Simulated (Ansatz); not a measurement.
# Be4Sb2Se (built on the sites of a database entry of Ca4Sb2O): phonons and vibrational spectra

How does Be4Sb2Se (built on the sites of a database entry of Ca4Sb2O) vibrate, and is this structure a minimum?

Method: DFT LDA, scalar-relativistic, plane waves, norm-conserving pseudopotentials, in Ansatz 0.2.0.

The structure was built from a prototype and need not be the compound's stable phase.

### 1. Set-up

Symmetry: I4/mmm, No. 139, tetragonal system. The conventional cell has a = 3.632 Å, b = 3.632 Å, c = 12.690 Å, α = 90.00°, β = 90.00°, γ = 90.00°. Nearest to Be lie 2 Se at 1.82 Å. Nearest to Be lie 1 Se at 2.12 Å. Sb has 9 Be at 2.47 to 2.59 Å and 4 Se at 3.11 Å nearest. Nearest to Se lie 6 Be at 1.82 to 2.12 Å and 8 Sb at 3.11 Å. Farther neighbours and most contacts between anions are not listed.

### 2. Rough relaxation

The start is far from rest, so a relaxation with loose tolerances brings it close first.

Input file input.yaml:

```yaml
crystal:
  lattice:
    - [-1.81589, 1.81589, 6.34495]
    - [1.81589, -1.81589, 6.34495]
    - [1.81589, 1.81589, -6.34495]
  atoms:
    - { symbol: Be, position: [0.5, 0.0, 0.5] }
    - { symbol: Be, position: [0.0, 0.5, 0.5] }
    - { symbol: Be, position: [0.3332, 0.3332, 0.0] }
    - { symbol: Be, position: [0.6668, 0.6668, 0.0] }
    - { symbol: Sb, position: [0.1387, 0.1387, 0.0] }
    - { symbol: Sb, position: [0.8613, 0.8613, 0.0] }
    - { symbol: Se, position: [0.5, 0.5, 0.0] }
kpoints:
  mp_grid: { grid: [8, 8, 8] }
hamiltonian:
  xc: lda
  pseudopotentials: { kind: nc }
scf:
  occupations: { method: gaussian, width: 0.1 }
output:
  forces: true
  stress: true
  eigenvalues: true
relax:
  adjacent_minimum: "off"
  f_tol: 0.05
  max_steps: 80
  cell: { stress_tol: 0.5 }
```

The run is started by

```bash
> ansatz run input.yaml --threads 8 --pin off --max-ram 14336MiB --backend cpu --events-out ev --progress --plain --runs-dir out
```

Numbers of over 12 decimals in the logs are rounded to 6 here.

Output:

```text
The last accepted step is kept in <dir> (removed where the run ends without a failure and the disk answers)
[...]
- [2.221933, -2.221933, 6.186579]
    - [2.221933, 2.221933, -6.186579]
  atoms:
    - { symbol: Be, position: [0.5, -4.686895362616091e-19, 0.5] }
    - { symbol: Be, position: [-4.686895362616092e-19, 0.5, 0.5] }
    - { symbol: Be, position: [0.327226, 0.327226, 0] }
    - { symbol: Be, position: [0.672774, 0.672774, 0] }
    - { symbol: Sb, position: [0.138410, 0.138410, 0] }
    - { symbol: Sb, position: [0.861590, 0.861590, 0] }
    - { symbol: Se, position: [0.500000, 0.500000, 0] }
[key lines of the parts left out:]
SCF converged after 5 iterations
Free energy (F): -9735.211793 eV
Fermi energy:    9.065447 eV
P = ⅓ Tr σ = 0.2341 GPa (2.341 kbar)
```

Elapsed: 24 s, on 8 threads of AMD EPYC 9B45 (Zen 5), shared host; peak memory 1.6 GiB.

Step by step:

```tsv
step	energy less that of the first step (eV)	largest force component (eV/Å)	pressure (GPa)	volume (Å³)
1	0.0000	3.1636	54.98	83.69
2	-3.3807	0.8673	25.12	95.36
3	-4.6680	0.0709	8.53	106.35
4	-4.9245	0.1137	0.38	113.07
5	-4.9424	0.0912	-0.64	113.75
6	-4.9538	0.0485	-0.71	113.51
7	-4.9559	0.0134	0.04	112.82
8*	-5.2064	0.0143	4.48	112.82
9	-5.3359	0.1509	2.13	116.47
10	-5.4194	0.0893	0.40	120.60
11	-5.4303	0.1081	-0.33	122.47
12	-5.4327	0.0085	0.01	122.17
13*	-5.4434	0.0084	0.23	122.17
```

Relaxation steps marked * repeat the geometry before them on a plane-wave basis chosen anew for their cell, so energy and pressure can jump there.

Forces are held to the 16 operations that the run works with; a distortion that breaks them can't arise in this run.

```tsv
cell as run	before	after	change
a (Å)	6.845	6.939	+1.4 %
b (Å)	6.845	6.939	+1.4 %
c (Å)	6.845	6.939	+1.4 %
α (°)	149.23	142.65	-4.4 %
β (°)	149.23	142.65	-4.4 %
γ (°)	44.07	53.85	+22.2 %
volume (Å³/atom)	11.96	17.45	+46.0 %
```

The atoms that moved most (Å, as changes of fractional coordinates times the final cell):

```tsv
atom	dx	dy	dz	length
Be3	0.000	0.000	-0.074	0.074
Be4	0.000	0.000	0.074	0.074
```

Numbers from this step:

| Quantity | Value |
| --- | --- |
| pressure | 0.2341 GPa |
| volume per atom | 17.45 Å³ |
| gap on the k-mesh | 0 eV |

In this step the volume went from 11.96 to 17.45 Å³/atom.

### 3. Relaxation

The cell and atoms are relaxed, since residual forces and stress would shift the frequencies.

Input file input.yaml:

```yaml
crystal:
  lattice:
    - [-2.2219330261, 2.2219330261, 6.1865791608]
    - [2.2219330261, -2.2219330261, 6.1865791608]
    - [2.2219330261, 2.2219330261, -6.1865791608]
  atoms:
    - { symbol: Be, position: [0.5, 0.0, 0.5] }
    - { symbol: Be, position: [0.0, 0.5, 0.5] }
    - { symbol: Be, position: [0.3272255529, 0.3272255529, 0.0] }
    - { symbol: Be, position: [0.6727744471, 0.6727744471, 0.0] }
    - { symbol: Sb, position: [0.1384099422, 0.1384099422, 0.0] }
    - { symbol: Sb, position: [0.8615900578, 0.8615900578, 0.0] }
    - { symbol: Se, position: [0.5, 0.5, 0.0] }
kpoints:
  mp_grid: { grid: [12, 12, 12] }
hamiltonian:
  xc: lda
  pseudopotentials: { kind: nc }
scf:
  occupations: { method: gaussian, width: 0.1 }
output:
  forces: true
  stress: true
  eigenvalues: true
relax:
  adjacent_minimum: "off"
  f_tol: 0.005
  max_steps: 80
  cell: { stress_tol: 0.05 }
```

Output:

```text
[...]
Crystal: 7 atoms, lattice volume = 122.172 Å³
Basis set: ecut = 1197.300995 eV, 11523 PW (Γ), FFT grids on a1+a3, a2+a3, a3
Bands: 38, of which v1, the nominal top of the filled ones, is band 31 counted from 1 (30 counted from 0)
Symmetry: 16 space group operations
[...]
k-points: 163 of 1728
[...]
- [-2.222974, 2.222974, 6.199867]
    - [2.222974, -2.222974, 6.199867]
    - [2.222974, 2.222974, -6.199867]
  atoms:
    - { symbol: Be, position: [0.5, 0, 0.5] }
    - { symbol: Be, position: [0, 0.5, 0.5] }
    - { symbol: Be, position: [0.327220, 0.327220, 0] }
    - { symbol: Be, position: [0.672780, 0.672780, 0] }
    - { symbol: Sb, position: [0.138514, 0.138514, 0] }
    - { symbol: Sb, position: [0.861486, 0.861486, 0] }
    - { symbol: Se, position: [0.5, 0.5, 0] }
[key lines of the parts left out:]
SCF converged after 4 iterations
Free energy (F): -9735.216423 eV
Fermi energy:    9.052833 eV
P = ⅓ Tr σ = -0.0055 GPa (-0.055 kbar)
```

It took 43 s on 8 threads; peak memory 2.6 GiB; 5.5 min of CPU time.

Step by step:

```tsv
step	energy less that of the first step (eV)	largest force component (eV/Å)	pressure (GPa)	volume (Å³)
1	0.0000	0.0009	0.26	122.17
2	0.0011	0.0810	-0.26	122.90
3	-0.0003	0.0150	0.03	122.51
4	-0.0004	0.0093	0.00	122.56
5	-0.0003	0.0163	-0.03	122.59
6	-0.0004	0.0008	-0.01	122.55
7*	-0.0004	0.0008	-0.01	122.55
```

Relaxation steps marked * repeat the geometry before them on a plane-wave basis chosen anew for their cell, so energy and pressure can jump there. Relaxation steps 2, 5 were tried and not accepted.

The run keeps the 16 symmetry operations that it works with, so distortions that break them were not tested.

```tsv
conventional cell, symmetrised	before	after	change
a (Å)	4.444	4.446	+0.0 %
b (Å)	4.444	4.446	+0.0 %
c (Å)	12.373	12.400	+0.2 %
volume (Å³/atom)	17.45	17.51	+0.3 %
```

Numbers from this step:

| Quantity | Value |
| --- | --- |
| pressure | -0.005539 GPa |
| volume per atom | 17.51 Å³ |

In this step the volume went from 17.45 to 17.51 Å³/atom.

### 4. Relaxing to small forces for the phonons

Phonons need a cell at rest on their own settings, so the relaxation is repeated with tight tolerances on forces and stress, using the mesh and the filling of the phonon run that follows.

Input file input.yaml:

```yaml
crystal:
  lattice:
    - [-2.2229744003, 2.2229744003, 6.1998668116]
    - [2.2229744003, -2.2229744003, 6.1998668116]
    - [2.2229744003, 2.2229744003, -6.1998668116]
  atoms:
    - { symbol: Be, position: [0.5, 0.0, 0.5] }
    - { symbol: Be, position: [0.0, 0.5, 0.5] }
    - { symbol: Be, position: [0.3272197114, 0.3272197114, 0.0] }
    - { symbol: Be, position: [0.6727802886, 0.6727802886, 0.0] }
    - { symbol: Sb, position: [0.1385140708, 0.1385140708, 0.0] }
    - { symbol: Sb, position: [0.8614859292, 0.8614859292, 0.0] }
    - { symbol: Se, position: [0.5, 0.5, 0.0] }
kpoints:
  mp_grid: { grid: [12, 12, 12] }
hamiltonian:
  xc: lda
  pseudopotentials: { kind: nc }
scf:
  occupations: { method: methfessel_paxton, width: 0.2 }
output:
  forces: true
  stress: true
  eigenvalues: true
  write_density: true
  write_potential: true
  elf: true
  volumetric_format: npy
relax:
  adjacent_minimum: "off"
  f_tol: 0.001
  max_steps: 60
  cell: { stress_tol: 0.01 }
```

Output:

```text
[...]
Crystal: 7 atoms, lattice volume = 122.549 Å³
Basis set: ecut = 1197.300995 eV, 11563 PW (Γ)
Bands: 38, of which v1, the nominal top of the filled ones, is band 31 counted from 1 (30 counted from 0)
Symmetry: 16 space group operations
[...]
k-points: 163 of 1728
[...]
- [-2.222980, 2.222980, 6.198730]
    - [2.222980, -2.222980, 6.198730]
    - [2.222980, 2.222980, -6.198730]
  atoms:
    - { symbol: Be, position: [0.500000, 0, 0.500000] }
    - { symbol: Be, position: [0, 0.500000, 0.500000] }
    - { symbol: Be, position: [0.327226, 0.327226, 0] }
    - { symbol: Be, position: [0.672774, 0.672774, 0] }
    - { symbol: Sb, position: [0.138492, 0.138492, 0] }
    - { symbol: Sb, position: [0.861508, 0.861508, 0] }
    - { symbol: Se, position: [0.5, 0.5, 0] }
[key lines of the parts left out:]
SCF converged after 5 iterations
Free energy (F): -9735.211294 eV
Fermi energy:    9.050920 eV
P = ⅓ Tr σ = 0.0007 GPa (0.007 kbar)
```

Run time: 33 s. Hardware: 8 threads; peak memory 2.7 GiB.

Little changed from the start: no atom moved by 0.005 Å and no cell edge by 0.1 %.

This step gave:

```
pressure        : 7.46e-4 GPa
volume per atom : 17.50 Å³
```

ELF in the ab plane of the cell as run, not the conventional one, at fractional z = 0.000, with atoms of Be and Sb and Se within 0.2 Å of it. It is the smooth field of the valence electrons, not physical close to the nuclei.

Values in units of 1e-1, 10 rows by 16 columns, each cell a mean:
```
3.0 2.6 3.8 4.3 4.4 4.9 4.7 3.1 2.7 4.5 5.3 3.1 3.9 2.9 3.3 3.5
3.5 4.0 2.2 2.1 2.6 2.7 2.6 2.8 3.1 4.1 6.8 6.2 3.6 2.3 1.5 3.7
3.1 4.9 3.3 1.7 2.6 3.8 3.9 4.0 3.2 1.2 5.3 5.0 6.6 4.8 3.7 3.4
4.6 5.0 3.3 1.9 3.9 6.0 3.8 4.4 6.0 5.4 5.0 7.2 2.4 6.5 6.1 4.6
2.6 3.1 3.2 2.4 3.9 6.3 3.5 3.2 2.5 4.4 6.8 3.3 1.5 3.2 3.9 2.8
3.3 4.2 4.8 1.7 1.7 4.1 6.7 4.3 2.7 3.9 4.0 5.5 2.5 2.6 3.6 3.5
4.0 4.6 6.6 5.6 4.9 8.6 4.0 5.6 5.8 4.6 5.6 5.2 2.4 2.3 4.7 4.8
3.1 3.6 3.5 5.0 6.6 4.7 2.4 1.3 3.0 2.8 2.7 2.4 1.7 2.0 4.5 3.9
3.3 2.9 0.8 3.1 3.6 6.5 6.3 4.0 3.1 3.2 3.6 3.7 3.3 2.5 2.6 4.0
3.1 3.5 3.4 3.6 3.0 4.0 4.8 2.9 2.3 3.9 5.0 4.0 3.6 3.9 3.6 2.5
```
Columns run along a (7.0 Å), rows up along b (7.0 Å). Atoms in or near the plane, at fractional coordinates: Be at (0.33, 0.33), Be at (0.67, 0.67), Sb at (0.14, 0.14), Sb at (0.86, 0.86), Se at (0.50, 0.50).

Electrostatic potential energy in the ab plane of the cell as run, not the conventional one, at fractional z = 0.000, with atoms of Be and Sb and Se within 0.2 Å of it. With pseudopotentials it is smooth inside the atoms' cores, unlike the true potential.

Ten even steps from '_' (-105 eV) to '@' (12 eV), each cell a mean:
```
@@@@@@@@%%%%@@@@@@@@@@@@@@%%++--==##@@
@@@@@@@@@@@@@@@@@@@@@@@@@@%%==____--##
%%@@@@@@@@@@@@@@@@@@@@@@@@@@**..____==
##@@@@@@@@@@@@@@@@@@@@%%@@@@%%++..__--
##@@@@@@@@@@@@@@@@@@%%##**%%@@%%**==++
%%@@@@@@@@@@@@@@@@@@@@##--++%%@@@@%%%%
@@@@@@@@@@@@@@%%##%%@@%%++--**@@@@@@@@
@@@@@@@@@@@@%%**==++##%%%%####%%@@@@@@
@@@@@@@@@@@@@@**::..--##@@@@%%@@@@@@@@
@@@@@@@@@@@@@@%%==__..++%%@@@@@@@@@@@@
@@@@@@@@%%%%%%%%##==::==##@@@@@@@@@@@@
@@@@@@@@%%++++%%%%%%****%%@@@@@@@@@@@@
%%@@@@@@%%++::++%%@@@@%%@@@@@@@@@@@@@@
##**##%%@@%%++++%%@@@@@@@@@@@@@@@@@@%%
++::::++%%@@%%%%%%@@@@@@@@@@@@@@@@@@%%
**..__..++%%@@@@@@@@@@@@@@@@@@@@@@@@@@
%%==____::##@@@@@@@@@@@@@@@@@@@@@@@@@@
@@##==..::**@@@@@@@@@@@@@@@@@@@@@@@@@@
@@@@%%**++##%%@@@@@@@@@@@@%%####%%@@@@
```
Columns run along a (7.0 Å; values clipped at the 3rd and 97th percentile), rows up along b (7.0 Å). Atoms in or near the plane, at fractional coordinates: Be at (0.33, 0.33), Be at (0.67, 0.67), Sb at (0.14, 0.14), Sb at (0.86, 0.86), Se at (0.50, 0.50).

Valence density in the ab plane of the cell as run, not the conventional one, at fractional z = 0.000, with atoms of Be and Sb and Se within 0.2 Å of it. It is the smooth field of the valence electrons, not physical close to the nuclei.

Ten steps, logarithmic in the rise over the least value, from '0' (0 e/Å³) to '9' (22 e/Å³), each cell a mean:
```
0011221000001357631
1000111000001267773
2100000000001247576
3100000000001125777
3110001000024222465
2110011211138721223
1100012333226841111
0000012577422320000
0000012588842100000
0000001377873100000
0000011247873100000
1001166223553200000
2211169611222110011
3432226610111100012
5775321100000000012
4767521100000000001
3676731000000110001
1367742000001111100
0134532100001233210
```
Columns run along a (7.0 Å), rows up along b (7.0 Å). Atoms in or near the plane, at fractional coordinates: Be at (0.33, 0.33), Be at (0.67, 0.67), Sb at (0.14, 0.14), Sb at (0.86, 0.86), Se at (0.50, 0.50).

The largest force component left is 0.78 meV/Å and the pressure is 0.001 GPa, within the tolerances set. The cell now holds 17.50 Å³/atom.

(Continued in part 2 of 2.)

[Logs are printed without paths, hosts, clocks, repeated set-up lines and the standing remarks that a program may print on its own settings, such as how far it seeks lower states.]

[Hosts, paths, dates, database ids (printed as entryN), source tags and the programs' standing remarks are cut or masked in the printed files.]
